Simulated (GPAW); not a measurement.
**The basis that the transmission of butadiene-1,4-dithiol between two Ag chains needs**

How well does butadiene-1,4-dithiol between two Ag chains conduct at low bias, and how far do basis and functional move the answer?

Calculated with GPAW 26.7.0; GPAW LCAO, PAW setups; Landauer transmission from Green's functions with principal layers (ASE), zero bias.

### 1. Set-up

The cell holds 22 atoms: 12 Ag, 2 S, 4 C and 4 H. Cell: a = 10.739 Å, b = 9.000 Å, c = 39.831 Å, α = 90.0°, β = 90.0°, γ = 90.0°. Regions: left lead, 6 atoms (6 Ag); channel, 10 atoms (2 S, 4 C and 4 H); right lead, 6 atoms (6 Ag). Vacuum lies along a and b. The structure is stacked along c, and the current runs across the ab planes.

### 2. Double-zeta polarised basis

The script solves lead and junction separately, takes H and S in the orbital basis, and joins semi-infinite leads through their self-energies; the dzp basis is the working standard.

Contents of run.py:

```python
import json
import numpy as np
from ase import Atoms
from ase.transport.calculators import TransportCalculator
from gpaw import GPAW, FermiDirac
from gpaw.lcao.tools import get_lcao_hamiltonian
from scipy.linalg import eigh

# The junction with lead layers at both ends, along the third cell vector
device = Atoms(
    ['Ag', 'Ag', 'Ag', 'Ag', 'Ag', 'Ag', 'S', 'C', 'H', 'H', 'C', 'C', 'H', 'H', 'C', 'S', 'Ag', 'Ag', 'Ag', 'Ag', 'Ag', 'Ag'],
    positions=[
        [5.36936, 4.50000, 1.33000],
        [5.36936, 4.50000, 3.99000],
        [5.36936, 4.50000, 6.65000],
        [5.36936, 4.50000, 9.31000],
        [5.36936, 4.50000, 11.97000],
        [5.36936, 4.50000, 14.63000],
        [4.17805, 4.50000, 16.75941],
        [4.21368, 4.49999, 18.48868],
        [6.31592, 4.50000, 18.68070],
        [3.25000, 4.49999, 18.99031],
        [5.35513, 4.50000, 19.19142],
        [5.38359, 4.50000, 20.63959],
        [7.48872, 4.49999, 20.84071],
        [4.42281, 4.50000, 21.15032],
        [6.52504, 4.50000, 21.34234],
        [6.56067, 4.49999, 23.07161],
        [5.36936, 4.50000, 25.20102],
        [5.36936, 4.50000, 27.86102],
        [5.36936, 4.50000, 30.52102],
        [5.36936, 4.50000, 33.18102],
        [5.36936, 4.50000, 35.84102],
        [5.36936, 4.50000, 38.50102]],
    cell=[[10.73872, 0.0, 0.0], [0.0, 9.0, 0.0], [0.0, 0.0, 39.83102]],
    pbc=True)

# One principal layer of the lead: the first 4 atoms of the device
lead = Atoms(
    ['Ag', 'Ag', 'Ag', 'Ag'],
    positions=[
        [5.36936, 4.50000, 1.33000],
        [5.36936, 4.50000, 3.99000],
        [5.36936, 4.50000, 6.65000],
        [5.36936, 4.50000, 9.31000]],
    cell=[[10.73872, 0.0, 0.0], [0.0, 9.0, 0.0], [0.0, 0.0, 10.64]],
    pbc=True)

settings = dict(mode='lcao', basis='dzp', xc='PBE', h=0.2,
                occupations=FermiDirac(0.1), maxiter=250,
                mixer=dict(beta=0.1, nmaxold=8, weight=100.0),
                convergence=dict(density=0.0001))
energies = np.arange(-2, 2 + 1e-9, 0.05)
eta = 0.0001
n1, n2 = 1, 1
# k and -k transmit alike, so half of the mesh across the current serves
mesh = [(i, j) for i in range(n1) for j in range(n2) if (i, j) <= (-i % n1, -j % n2)]
weights = np.array([1 if (i, j) == (-i % n1, -j % n2) else 2 for i, j in mesh]) / (n1 * n2)

# [... helper functions left out ...]
fermi_lead = ground_state(lead, (1, 1, 11), 'lead.txt')
fermi_device = ground_state(device, (1, 1, 2), 'device.txt')
# [... loop over the mesh left out, but for ...]
        # Shift the lead onto the potential of the device's first layer
        shift = ((H[:, 0, 0] - H0[:, 0, 0]) / S0[0, 0]).real.mean()
# [...]
kT = 8.617333e-5 * 300
bias = [0.1, 0.2, 0.5, 1.0, 1.5, 2.0]
# [... integrals and printing left out ...]
```

Command:

```console
OMP_NUM_THREADS=1 OPENBLAS_NUM_THREADS=1 python run.py
```

The program printed:

```text
basis functions: device 422, principal layer 108
Fermi level: lead -3.9376 eV, device -3.8888 eV; lead shifted by 0.0101 eV
largest coupling past the next layer 3.56e-05 eV, largest misfit of the first layer 0.201 eV
  E-E_F (eV)   T (one spin)  [channel counts left out]
    -2.000    4.6541e-02
    -1.950    4.5394e-02
    -1.900    4.1071e-02
    -1.850    3.0891e-02
    -1.800    1.4296e-02
    -1.750    2.4764e-04
    -1.700    1.6686e-04
    -1.650    8.4493e-05
    -1.600    1.2168e-05
    -1.550    1.4544e-13
    -1.500    3.4419e-14
    -1.450    3.4379e-14
    -1.400    3.5803e-14
    -1.350    4.3204e-14
    -1.300    1.5932e-13
    -1.250    4.8963e-14
[...]
1.650    5.3052e-08
     1.700    7.9175e-08
     1.750    1.0884e-07
     1.800    1.4133e-07
     1.850    1.7609e-07
     1.900    2.1249e-07
     1.950    2.4999e-07
     2.000    2.8807e-07
conductance at 300 K: 4.2793e-05 G0 a cell; thermopower 26.89 uV/K
current from the zero-bias T(E) at 0.1 V: 0.00033277 uA
current from the zero-bias T(E) at 0.2 V: 0.00067223 uA
current from the zero-bias T(E) at 0.5 V: 0.0017701 uA
current from the zero-bias T(E) at 1.0 V: 0.0036637 uA
current from the zero-bias T(E) at 1.5 V: 0.014391 uA
current from the zero-bias T(E) at 2.0 V: 3.6952 uA
```

Wall time 3.5 min (1 thread of Arm Neoverse N1, shared host); peak memory 1.6 GiB.

This step gave:

```
conductance                                    : 4.28e-5 G₀
thermopower                                    : 26.89 μV/K
largest coupling past the next principal layer : 3.56e-5 eV
largest misfit of the first principal layer    : 0.2011 eV
shift that aligns the lead                     : 0.01010 eV
basis functions of the junction                : 422
basis functions of a principal layer           : 108
transmission at the Fermi level (one spin)     : 4.23e-5
```

One spin. The transmission, zone mean by energy, zero at the Fermi level:

| energy (eV) | transmission, zone mean |
| --- | --- |
| -2.000 | 0.0465 |
| -1.800 | 0.0143 |
| -1.600 | 1.2e-5 |
| -1.400 | 0 |
| -1.200 | 0 |
| -1.050 | 0.797 |
| -1.000 | 0.270 |
| -0.900 | 0.504 |
| -0.800 | 0.00344 |
| -0.600 | 3.0e-5 |
| -0.400 | 9.4e-5 |
| -0.200 | 7.8e-5 |
| 0.000 | 4.2e-5 |
| 0.200 | 1.9e-5 |
| 0.400 | 7.8e-6 |
| 0.600 | 3.3e-6 |
| 0.800 | 1.4e-6 |
| 1.000 | 5.0e-7 |
| 1.200 | 1.2e-7 |
| 1.400 | 3.4e-9 |
| 1.600 | 3.1e-8 |
| 1.800 | 1.4e-7 |
| 2.000 | 2.9e-7 |

Not self-consistent under bias; the bias window is split evenly. The current through one cell, from the zero-bias transmission by bias:

| bias (V) | current through one cell, from the zero-bias transmission (μA) |
| --- | --- |
| 0.100 | 3.3e-4 |
| 0.200 | 6.7e-4 |
| 0.500 | 0.00177 |
| 1.000 | 0.00366 |
| 1.500 | 0.0144 |
| 2.000 | 3.70 |

Table of transmission of the three most open eigenchannels by energy, zero at the Fermi level:

| energy (eV) | channel 1 | channel 2 | channel 3 |
| --- | --- | --- | --- |
| -2.000 | 0.0367 | 0.00980 | 1.8e-5 |
| -1.800 | 0.0116 | 0.00268 | 1.3e-5 |
| -1.600 | 1.2e-5 | 0 | 0 |
| -1.400 | 0 | 0 | 0 |
| -1.200 | 0 | 0 | 0 |
| -1.000 | 0.270 | 0 | 0 |
| -0.800 | 0.00344 | 0 | 0 |
| -0.600 | 3.0e-5 | 0 | 0 |
| -0.400 | 9.4e-5 | 0 | 0 |
| -0.200 | 7.8e-5 | 0 | 0 |

Couplings past the next layer reach 3.6e-5 eV, small enough to drop; the matrix elements of the cell's first layer differ from the bulk lead's by up to 0.20 eV. That layer keeps its own values in the calculation, and only beyond it is the lead taken as perfect. The Fermi levels of lead and junction count from different zeros of potential, one for each periodic cell; with both set to zero, the small remaining shift is what aligns them. By hand: G = 4.28e-5 × 77.48 μS = 0.00332 μS, a resistance of 3.0e5 kΩ; at 0.1 V a linear junction would pass 3.3e-4 μA, and the integral over the bias window gives 3.3e-4 μA. Mott's formula, S = -(π²/3)(k_B²T/e) d ln T/dE, has the prefactor 7.33 μV/K·eV at 300 K; T = 5.10e-5 at -0.05 eV and 3.50e-5 at 0.05 eV give a slope of -3.75 per eV and S = 27.5 μV/K, beside 26.9 μV/K from the thermal integral, which interpolates the same grid.

### 3. GPAW, szp: basis = "szp(dzp)"

One radial function a shell plus polarisation makes the matrices smaller; the question is what that costs.

Changes to run.py since step 2:

```diff
@@ -48,3 +48,3 @@
 
-settings = dict(mode='lcao', basis='dzp', xc='PBE', h=0.2,
+settings = dict(mode='lcao', basis='szp(dzp)', xc='PBE', h=0.2,
                 occupations=FermiDirac(0.1), maxiter=250,
```

The program printed:

```text
basis functions: device 250, principal layer 60
Fermi level: lead -3.8874 eV, device -4.0343 eV; lead shifted by 0.0092 eV
largest coupling past the next layer 3.56e-05 eV, largest misfit of the first layer 0.219 eV
  E-E_F (eV)   T (one spin)  [channel counts left out]
    -2.000    2.7163e-02
    -1.950    2.7621e-02
    -1.900    2.7228e-02
    -1.850    2.5235e-02
    -1.800    2.0356e-02
    -1.750    7.7224e-03
    -1.700    6.8711e-05
    -1.650    4.4295e-05
    -1.600    1.8723e-05
    -1.550    7.9358e-13
    -1.500    7.0389e-15
    -1.450    1.4025e-15
    -1.400    9.2944e-16
    -1.350    9.0026e-16
    -1.300    1.3451e-15
    -1.250    1.3330e-15
[...]
1.650    5.9971e-06
     1.700    5.5223e-06
     1.750    5.0712e-06
     1.800    4.6412e-06
     1.850    4.2368e-06
     1.900    3.8547e-06
     1.950    3.4954e-06
     2.000    3.1586e-06
conductance at 300 K: 0.00010723 G0 a cell; thermopower 12.51 uV/K
current from the zero-bias T(E) at 0.1 V: 0.00082931 uA
current from the zero-bias T(E) at 0.2 V: 0.0016494 uA
current from the zero-bias T(E) at 0.5 V: 0.0039254 uA
current from the zero-bias T(E) at 1.0 V: 0.0061547 uA
current from the zero-bias T(E) at 1.5 V: 0.62503 uA
current from the zero-bias T(E) at 2.0 V: 8.3476 uA
```

Run time: 2.3 min. Hardware: 1 thread; peak memory 1.5 GiB.

Numbers from this step:

| Property | Result |
| --- | --- |
| conductance | 1.07e-4 G₀ |
| thermopower | 12.51 μV/K |
| largest misfit of the first principal layer | 0.2194 eV |
| shift that aligns the lead | 0.009209 eV |
| basis functions of the junction | 250 |
| basis functions of a principal layer | 60 |
| transmission at the Fermi level (one spin) | 1.08e-4 |

One spin. The transmission, zone mean by energy, zero at the Fermi level:

| energy (eV) | transmission, zone mean |
| --- | --- |
| -2.00 | 0.0272 |
| -1.90 | 0.0272 |
| -1.80 | 0.0204 |
| -1.70 | 6.9e-5 |
| -1.55 | 0 |
| -1.45 | 0 |
| -1.35 | 0 |
| -1.25 | 0 |
| -1.15 | 0 |
| -1.05 | 7.3e-4 |
| -0.90 | 0.716 |
| -0.80 | 0.986 |
| -0.70 | 0.00969 |
| -0.60 | 3.0e-4 |
| -0.50 | 7.0e-7 |
| -0.40 | 5.4e-5 |
| -0.25 | 1.2e-4 |
| -0.15 | 1.3e-4 |
| -0.05 | 1.2e-4 |
| 0.00 | 1.1e-4 |
| 0.05 | 9.8e-5 |
| 0.15 | 7.8e-5 |
| 0.25 | 6.1e-5 |
| 0.40 | 4.3e-5 |
| 0.50 | 3.4e-5 |
| 0.60 | 2.8e-5 |
| 0.70 | 2.4e-5 |
| 0.80 | 2.0e-5 |
| 0.90 | 1.7e-5 |
| 1.05 | 1.4e-5 |
| 1.15 | 1.2e-5 |
| 1.25 | 1.1e-5 |
| 1.35 | 9.4e-6 |
| 1.45 | 8.1e-6 |
| 1.55 | 7.0e-6 |
| 1.70 | 5.5e-6 |
| 1.80 | 4.6e-6 |
| 1.90 | 3.9e-6 |
| 2.00 | 3.2e-6 |

Not self-consistent under bias; the bias window is split evenly. The current through one cell, from the zero-bias transmission by bias:

| bias (V) | current through one cell, from the zero-bias transmission (μA) |
| --- | --- |
| 0.100 | 8.3e-4 |
| 0.200 | 0.00165 |
| 0.500 | 0.00393 |
| 1.000 | 0.00615 |
| 1.500 | 0.625 |
| 2.000 | 8.35 |

The transmission of the three most open eigenchannels by energy, zero at the Fermi level:

| energy (eV) | channel 1 | channel 2 | channel 3 |
| --- | --- | --- | --- |
| -2.000 | 0.0230 | 0.00415 | 1.1e-5 |
| -1.800 | 0.0184 | 0.00192 | 1.2e-5 |
| -1.600 | 1.9e-5 | 0 | 0 |
| -1.400 | 0 | 0 | 0 |
| -1.200 | 0 | 0 | 0 |
| -1.000 | 0.0152 | 0 | 0 |
| -0.800 | 0.986 | 0 | 0 |
| -0.600 | 3.0e-4 | 0 | 0 |
| -0.400 | 5.4e-5 | 0 | 0 |
| -0.200 | 1.3e-4 | 0 | 0 |
| 0.000 | 1.1e-4 | 0 | 0 |
| 0.200 | 6.9e-5 | 0 | 0 |

The conductance, 1.1e-4 G₀, lies 151 % above that of the dzp run.

### 4. Minimal basis

The minimal basis is the cheapest rung: no second zeta and no polarisation.

Changes to run.py since step 3:

```diff
@@ -48,3 +48,3 @@
 
-settings = dict(mode='lcao', basis='szp(dzp)', xc='PBE', h=0.2,
+settings = dict(mode='lcao', basis='sz(dzp)', xc='PBE', h=0.2,
                 occupations=FermiDirac(0.1), maxiter=250,
```

The program printed:

```text
basis functions: device 172, principal layer 48
Fermi level: lead -3.8913 eV, device -4.0988 eV; lead shifted by 0.0094 eV
largest coupling past the next layer 3.59e-05 eV, largest misfit of the first layer 0.126 eV
  E-E_F (eV)   T (one spin)  [channel counts left out]
    -2.000    4.1990e-02
    -1.950    5.0067e-02
    -1.900    6.1251e-02
[...]
1.950    7.6212e-07
     2.000    5.7986e-07
conductance at 300 K: 0.00014277 G0 a cell; thermopower 17.13 uV/K
current from the zero-bias T(E) at 0.1 V: 0.001106 uA
current from the zero-bias T(E) at 0.2 V: 0.0022098 uA
current from the zero-bias T(E) at 0.5 V: 0.0054004 uA
current from the zero-bias T(E) at 1.0 V: 0.012318 uA
current from the zero-bias T(E) at 1.5 V: 4.0451 uA
current from the zero-bias T(E) at 2.0 V: 7.4913 uA
```

The job ended after 1.8 min (1 thread; peak memory 1.4 GiB).

Numbers from this step:

```yaml
conductance: 1.43e-4 G₀
thermopower: 17.13 μV/K
largest_coupling_past_the_next_principal_layer: 3.59e-5 eV
largest_misfit_of_the_first_principal_layer: 0.1255 eV
shift_that_aligns_the_lead: 0.009445 eV
basis_functions_of_the_junction: 172
basis_functions_of_a_principal_layer: 48
transmission_at_the_fermi_level_one_spin: 1.43e-4
```

The conductance, 1.4e-4 G₀, lies 234 % above that of the dzp run.

### 5. revPBE in the dzp basis: xc = "revPBE"

Back in the dzp basis, the functional changes from PBE to revPBE, to set the spread between functionals beside that between bases.

Changes to run.py since step 4:

```diff
@@ -48,3 +48,3 @@
 
-settings = dict(mode='lcao', basis='sz(dzp)', xc='PBE', h=0.2,
+settings = dict(mode='lcao', basis='dzp', xc='revPBE', h=0.2,
                 occupations=FermiDirac(0.1), maxiter=250,
```

The program printed:

```text
basis functions: device 422, principal layer 108
Fermi level: lead -3.7799 eV, device -3.7503 eV; lead shifted by 0.0066 eV
largest coupling past the next layer 3.58e-05 eV, largest misfit of the first layer 0.189 eV
  E-E_F (eV)   T (one spin)  [channel counts left out]
    -2.000    4.5578e-02
    -1.950    4.0329e-02
    -1.900    2.7336e-02
[...]
1.950    8.8018e-07
     2.000    9.5999e-07
conductance at 300 K: 3.3536e-05 G0 a cell; thermopower 28.52 uV/K
current from the zero-bias T(E) at 0.1 V: 0.00026087 uA
current from the zero-bias T(E) at 0.2 V: 0.0005277 uA
current from the zero-bias T(E) at 0.5 V: 0.0014045 uA
current from the zero-bias T(E) at 1.0 V: 0.0029981 uA
current from the zero-bias T(E) at 1.5 V: 0.0088492 uA
current from the zero-bias T(E) at 2.0 V: 2.6435 uA
```

The job ended after 3.6 min (1 thread; peak memory 1.6 GiB).

Numbers from this step:

```
conductance                                    : 3.35e-5 G₀
thermopower                                    : 28.52 μV/K
largest coupling past the next principal layer : 3.58e-5 eV
largest misfit of the first principal layer    : 0.1887 eV
shift that aligns the lead                     : 0.006617 eV
basis functions of the junction                : 422
basis functions of a principal layer           : 108
transmission at the Fermi level (one spin)     : 3.32e-5
```

The conductance, 3.4e-5 G₀, lies 22 % below that of the dzp run.

### 6. The ladder

Times are for 1 thread of Arm Neoverse N1, shared host. The runs compared:

| no. | run | conductance (G₀) | time | memory (GiB) |
| --- | --- | --- | --- | --- |
| 1 | dzp | 4.28e-5 | 3.5 min | 1.6 |
| 2 | szp | 1.07e-4 | 2.3 min | 1.5 |
| 3 | sz | 1.43e-4 | 1.8 min | 1.4 |
| 4 | dzp revPBE | 3.35e-5 | 3.6 min | 1.6 |

### 7. Comparison

The curves are compared point by point over the common energies.

This step: comparison of transmission and cost over codes and levels (GPAW 26.7.0).

Ladder, by row:

| step | code | T at the Fermi level (sum over the listed spins) | conductance (G0) | r.m.s. T(E) from the first | wall time (s) | peak memory (GiB) | threads |
| --- | --- | --- | --- | --- | --- | --- | --- |
| dzp | GPAW | 4.23e-5 | 4.28e-5 | 0 | 211 | 1.57 | 1 |
| szp | GPAW | 1.08e-4 | 1.07e-4 | 0.1542 | 136.2 | 1.51 | 1 |
| sz | GPAW | 1.43e-4 | 1.43e-4 | 0.168 | 105.7 | 1.45 | 1 |
| dzp-revPBE | GPAW | 3.32e-5 | 3.35e-5 | 0.04534 | 217.9 | 1.57 | 1 |

The transmission, zone mean, sum over the listed spins by energy, zero at the Fermi level:

| energy (eV) | dzp | szp | sz | dzp-revPBE |
| --- | --- | --- | --- | --- |
| -2.0000 | 0.0465 | 0.0272 | 0.0420 | 0.0456 |
| -1.7500 | 2.5e-4 | 0.00772 | 0.0697 | 1.7e-4 |
| -1.5000 | 3.4e-14 | 7.0e-15 | 8.7e-5 | 3.7e-14 |
| -1.2500 | 4.9e-14 | 1.3e-15 | 8.9e-11 | 5.9e-14 |
| -1.0500 | 0.797 | 7.3e-4 | 1.2e-5 | 0.537 |
| -1.0000 | 0.270 | 0.0152 | 7.5e-4 | 0.199 |
| -0.9500 | 0.385 | 0.244 | 0.00321 | 0.444 |
| -0.9000 | 0.504 | 0.716 | 0.0127 | 0.205 |
| -0.8000 | 0.00344 | 0.986 | 0.580 | 0.00186 |
| -0.7500 | 5.0e-4 | 0.0853 | 0.625 | 2.5e-4 |
| -0.7000 | 4.1e-5 | 0.00969 | 0.645 | 1.3e-5 |
| -0.5000 | 7.8e-5 | 7.0e-7 | 2.0e-5 | 7.1e-5 |
| -0.2500 | 8.6e-5 | 1.2e-4 | 1.9e-4 | 7.1e-5 |
| 0.0000 | 4.2e-5 | 1.1e-4 | 1.4e-4 | 3.3e-5 |
| 0.2500 | 1.5e-5 | 6.1e-5 | 7.1e-5 | 1.1e-5 |
| 0.5000 | 5.1e-6 | 3.4e-5 | 3.6e-5 | 3.2e-6 |
| 0.7500 | 1.7e-6 | 2.2e-5 | 2.0e-5 | 8.3e-7 |
| 1.0000 | 5.0e-7 | 1.5e-5 | 1.2e-5 | 1.0e-7 |
| 1.2500 | 7.5e-8 | 1.1e-5 | 7.2e-6 | 1.3e-8 |
| 1.5000 | 3.5e-9 | 7.6e-6 | 3.9e-6 | 2.2e-7 |
| 1.7500 | 1.1e-7 | 5.1e-6 | 1.8e-6 | 5.6e-7 |
| 2.0000 | 2.9e-7 | 3.2e-6 | 5.8e-7 | 9.6e-7 |

### 8. Functional RPBE: xc = "RPBE"

The functional moves levels against the Fermi level.

This step: GPAW LCAO, PAW setups; Landauer transmission from Green's functions with principal layers (ASE), zero bias (GPAW 26.7.0).

Changes to run.py since step 5:

```diff
@@ -48,3 +48,3 @@
 
-settings = dict(mode='lcao', basis='dzp', xc='revPBE', h=0.2,
+settings = dict(mode='lcao', basis='dzp', xc='RPBE', h=0.2,
                 occupations=FermiDirac(0.1), maxiter=250,
```

The program printed:

```text
basis functions: device 422, principal layer 108
Fermi level: lead -3.7673 eV, device -3.7406 eV; lead shifted by 0.0075 eV
largest coupling past the next layer 3.60e-05 eV, largest misfit of the first layer 0.184 eV
  E-E_F (eV)   T (one spin)  [channel counts left out]
    -2.000    4.5094e-02
    -1.950    3.7652e-02
    -1.900    2.1524e-02
    -1.850    3.5942e-04
    -1.800    2.6046e-04
    -1.750    1.5288e-04
    -1.700    4.8633e-05
    -1.650    1.1477e-12
    -1.600    4.0523e-14
    -1.550    3.9130e-14
    -1.500    3.9695e-14
    -1.450    4.1289e-14
    -1.400    4.5632e-14
    -1.350    7.0722e-14
    -1.300    1.0009e-13
    -1.250    7.0349e-14
[...]
1.650    4.6790e-07
     1.700    5.4756e-07
     1.750    6.3017e-07
     1.800    7.1493e-07
     1.850    8.0184e-07
     1.900    8.9012e-07
     1.950    9.7941e-07
     2.000    1.0693e-06
conductance at 300 K: 3.3043e-05 G0 a cell; thermopower 28.66 uV/K
current from the zero-bias T(E) at 0.1 V: 0.00025705 uA
current from the zero-bias T(E) at 0.2 V: 0.00052008 uA
current from the zero-bias T(E) at 0.5 V: 0.0013863 uA
current from the zero-bias T(E) at 1.0 V: 0.0029837 uA
current from the zero-bias T(E) at 1.5 V: 0.008345 uA
current from the zero-bias T(E) at 2.0 V: 2.5554 uA
```

Run time: 3.6 min. Hardware: 1 thread; peak memory 1.6 GiB.

This step gave:

- conductance: 3.30e-5 G₀
- thermopower: 28.66 μV/K
- largest coupling past the next principal layer: 3.60e-5 eV
- largest misfit of the first principal layer: 0.1838 eV
- shift that aligns the lead: 0.007482 eV
- transmission at the Fermi level (one spin): 3.27e-5

One spin. The transmission, zone mean by energy, zero at the Fermi level:

| energy (eV) | transmission, zone mean |
| --- | --- |
| -2.00 | 0.0451 |
| -1.90 | 0.0215 |
| -1.80 | 2.6e-4 |
| -1.70 | 4.9e-5 |
| -1.55 | 0 |
| -1.45 | 0 |
| -1.35 | 0 |
| -1.25 | 0 |
| -1.15 | 0 |
| -1.05 | 0.483 |
| -0.95 | 0.459 |
| -0.90 | 0.179 |
| -0.80 | 0.00164 |
| -0.70 | 7.7e-6 |
| -0.60 | 3.7e-5 |
| -0.50 | 7.3e-5 |
| -0.40 | 8.1e-5 |
| -0.25 | 7.0e-5 |
| -0.15 | 5.5e-5 |
| -0.05 | 4.0e-5 |
| 0.00 | 3.3e-5 |
| 0.05 | 2.7e-5 |
| 0.15 | 1.7e-5 |
| 0.25 | 1.1e-5 |
| 0.40 | 5.2e-6 |
| 0.50 | 3.1e-6 |
| 0.60 | 1.8e-6 |
| 0.70 | 1.0e-6 |
| 0.80 | 5.5e-7 |
| 0.90 | 2.5e-7 |
| 1.05 | 3.6e-8 |
| 1.15 | -3.8e-10 |
| 1.25 | 2.2e-8 |
| 1.35 | 8.9e-8 |
| 1.45 | 1.9e-7 |
| 1.55 | 3.2e-7 |
| 1.70 | 5.5e-7 |
| 1.80 | 7.1e-7 |
| 1.90 | 8.9e-7 |
| 2.00 | 1.1e-6 |

Not self-consistent under bias; the bias window is split evenly. The current through one cell, from the zero-bias transmission by bias:

| bias (V) | current through one cell, from the zero-bias transmission (μA) |
| --- | --- |
| 0.100 | 2.6e-4 |
| 0.200 | 5.2e-4 |
| 0.500 | 0.00139 |
| 1.000 | 0.00298 |
| 1.500 | 0.00835 |
| 2.000 | 2.56 |

The transmission of the three most open eigenchannels by energy, zero at the Fermi level:

| energy (eV) | channel 1 | channel 2 | channel 3 |
| --- | --- | --- | --- |
| -2.000 | 0.0346 | 0.0105 | 1.7e-5 |
| -1.800 | 2.6e-4 | 5.2e-12 | 0 |
| -1.600 | 0 | 0 | 0 |
| -1.400 | 0 | 0 | 0 |
| -1.200 | 0 | 0 | 0 |
| -1.000 | 0.195 | 0 | 0 |
| -0.800 | 0.00164 | 0 | 0 |
| -0.600 | 3.7e-5 | 0 | 0 |
| -0.400 | 8.1e-5 | 0 | 0 |
| -0.200 | 6.3e-5 | 0 | 0 |
| 0.000 | 3.3e-5 | 0 | 0 |

The conductance, 3.3e-5 G₀, lies 23 % below that of the dzp run.

(Continued in part 2 of 2.)

[Logs are printed without paths, hosts, clocks, repeated set-up lines and the standing remarks that a program may print on its own settings, such as how far it seeks lower states.]

[Hosts, paths, dates, database ids (printed as entryN), source tags and the programs' standing remarks are cut or masked in the printed files.]
